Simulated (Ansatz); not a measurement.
# How strongly the parts of twisted graphene monolayer on bilayer, 7.34° (366 atoms) bind: runs compared

How much energy holds the two parts of twisted graphene monolayer on bilayer, 7.34° (366 atoms) together, how does it fall off with distance, and how much does it hang on the functional?

Computed with Ansatz 0.2.0: Kohn-Sham DFT, PBEsol, PAW (set soft_2), plane waves.

**1. The cell as built**

The cell holds 366 atoms: 366 C. Cell: a = 19.213 Å, b = 19.213 Å, c = 20.690 Å, α = 90.0°, β = 90.0°, γ = 120.0°. It derives from C (graphene). Graphene (a = 2.46 Å) under graphene (a = 2.46 Å), monolayer on bilayer, commensurate cell of 61 unit cells a layer, twist 7.34 deg; facing planes 3.32, 3.37 Å apart as built; 14 Å of vacuum; minimised with a classical potential. Regions: layer 1, 122 atoms (122 C); layer 2, 122 atoms (122 C); layer 3, 122 atoms (122 C). Vacuum lies along c.

**2. The reference run**

The reference is a single point at the end of the relaxation.

The parts (lower: layer 1 and layer 2 and upper: layer 3) keep their atoms where they stand in it, and shifted cells move the upper part rigidly.

Its input, with most atom lines left out:

```yaml
crystal:
  lattice:
    - [19.2132, 0.0, 0.0]
    - [-9.6066, 16.63912, 0.0]
    - [0.0, 0.0, 20.69]
  atoms:
    - { symbol: C, position: [0.08743, 0.86339, 0.3231] }
    - { symbol: C, position: [0.0929, 0.79235, 0.323] }
    - { symbol: C, position: [0.15301, 0.01093, 0.3231] }
    - { symbol: C, position: [0.15847, 0.93989, 0.32307] }
    - { symbol: C, position: [0.10383, 0.65027, 0.32289] }
    - { symbol: C, position: [0.10929, 0.57923, 0.32287] }
    - { symbol: C, position: [0.1694, 0.79781, 0.32305] }
    [... atom lines 8 to 366 left out ...]
kpoints:
  mp_grid: { grid: [3, 3, 1] }
hamiltonian:
  xc: pbesol
scf:
  occupations: { method: gaussian, width: 0.05 }
output:
  forces: true
  populations: true
  dos:
    method: { smearing: { sigma: 0.08 } }
    de: 0.1
    projected: { site_lists: { C: [C] } }
  eigenvalues: true
  write_density: true
  write_potential: true
  volumetric_format: npy
  elf: true
```

| Quantity | Value |
| --- | --- |
| free energy per atom | -246.6891 eV/atom |
| r.m.s. force component | 0.0046 eV/Å |

No gap is quoted, since levels at the Fermi energy are partly filled.

**3. The runs**

Each row is one run, on 1 × NVIDIA H100 80GB HBM3 with 5 threads of AMD EPYC 7R13 (Zen 3), shared host. The free energy is the program's total, comparable only between runs with the same functional, potentials and atoms, or as a whole against its parts.

| run | atoms | outcome | ionic steps, all passes | free energy (eV) | time | host memory (GiB) | planned on the GPU (GiB) |
| --- | --- | --- | --- | --- | --- | --- | --- |
| Single point at the start | 366 | converged | - | -90287.408 | 16 s | 2.3 | - |
| Relaxation | 366 | converged | 4 | -90288.212 | 74 s | 2.7 | - |
| Single point at the relaxed geometry | 366 | converged | - | -90288.212 | 44 s | 11 | - |
| The lower part alone | 244 | converged | - | -60192.114 | 21 s | 2.2 | - |
| The upper part alone | 122 | converged | - | -30095.797 | 10 s | 2.2 | 49 |
| Upper part moved by +0.3 Å | 366 | converged | - | -90288.202 | 20 s | 2.2 | - |
| Upper part moved by -0.3 Å | 366 | converged | - | -90287.710 | 40 s | 5.0 | - |
| Upper part moved by +0.8 Å | 366 | converged | - | -90288.064 | 18 s | 2.2 | - |
| Upper part moved by +1.6 Å | 366 | converged | - | -90287.963 | 22 s | 2.2 | - |
| Upper part moved by +3 Å | 366 | converged | - | -90287.917 | 26 s | 2.2 | - |
| Whole cell, LDA | 366 | converged | - | -88926.600 | 13 s | 2.2 | - |
| Lower part, LDA | 244 | converged | - | -59283.806 | 9 s | 2.1 | - |
| Upper part, LDA | 122 | converged | - | -29640.660 | 6.1 s | 2.0 | 47 |
| Whole cell, PBE+D4 | 366 | converged | - | -91895.591 | 17 s | 2.2 | - |
| Lower part, PBE+D4 | 244 | converged | - | -61261.969 | 9.7 s | 2.1 | - |
| Upper part, PBE+D4 | 122 | converged | - | -30628.065 | 4.6 s | 2.0 | 47 |
| Whole cell, r2SCAN+rVV10 | 366 | converged | - | -92038.017 | 36 s | 3.5 | - |
| Lower part, r2SCAN+rVV10 | 244 | converged | - | -61356.655 | 25 s | 3.3 | - |
| Upper part, r2SCAN+rVV10 | 122 | converged | - | -30675.410 | 16 s | 3.2 | 61 |

In some runs the program notes that it cut back its plan to fit the GPU's memory, positions were snapped to a detected symmetry and the exchange-correlation potential is rough where the density is thin.

**4. Interaction energy**

Whole cell less its two parts, each frozen at the geometry of the whole and solved in the same cell with the same functional, so that energy zeros cancel. The upper part is 'layer 3' and the lower part 'layer 1 and layer 2', so the cut is under the top layer, which needn't be the twisted interface. The nearest atoms of the two parts stand 3.66 Å apart. The face is 319.7 Å².

| functional | interaction energy (eV) | of it, the added dispersion term (eV) | per area (meV/Å²) | per area (J/m²) | per atom of the upper part (meV) |
| --- | --- | --- | --- | --- | --- |
| PBEsol | -0.301 | - | -0.9 | -0.02 | -2.5 |
| LDA | -2.135 | - | -6.7 | -0.11 | -17.5 |
| PBE+D4 | -5.556 | -5.997 | -17.4 | -0.28 | -45.5 |
| r2SCAN+rVV10 | -5.952 | - | -18.6 | -0.30 | -48.8 |

**5. Energy against separation**

The upper part is moved rigidly along the normal from its place in the reference.

| shift (Å) | energy change (eV) | per area (meV/Å²) | share of the binding lost (%) |
| --- | --- | --- | --- |
| -0.3 | 0.502 | 1.57 | - |
| +0.0 | 0.000 | 0.00 | - |
| +0.3 | 0.010 | 0.03 | 3 |
| +0.8 | 0.149 | 0.46 | 49 |
| +1.6 | 0.249 | 0.78 | 83 |
| +3.0 | 0.295 | 0.92 | 98 |

**6. Levels of whole and parts**

| cell | level spacing (eV) | vacuum level at the upper face, over the highest filled level, or over E_F where no gap is given (eV) | moment (μB) |
| --- | --- | --- | --- |
| whole | - | 4.33 | no spin |
| lower part | - | 4.32 | no spin |
| upper part | - | 4.31 | no spin |

A dash marks a cell without a clear gap, or without a flat potential in the vacuum.

**7. What came out**

The parts bind with 0.9 meV/Å² (0.301 eV for the cell) at the level PBEsol. PBEsol holds no long-range dispersion, so what binding it gives comes from the overlap of the layers' densities and dies out faster with distance than real dispersion. At this one geometry the functionals range from -18.6 (r2SCAN+rVV10) to -0.9 meV/Å² (PBEsol). The curvature over ±0.3 Å is 0.29×10²⁰ N/m³, and the energy rises faster on the near side. At +3.0 Å, 98 % of the binding is lost.

Caveats: The functionals run at their own default cutoffs. The parts are frozen, so the energy of their deformation isn't counted. No correction is made for dipoles across the vacuum, and the parts also feel their periodic images through it. The reference functional has no dispersion term, which matters for the binding between molecules or layers.

The DFT runs together took 7.1 min of wall time.

[Logs are printed without paths, hosts, clocks, repeated set-up lines and the standing remarks that a program may print on its own settings, such as how far it seeks lower states.]

[Hosts, paths, dates, database ids (printed as entryN), source tags and the programs' standing remarks are cut or masked in the printed files.]
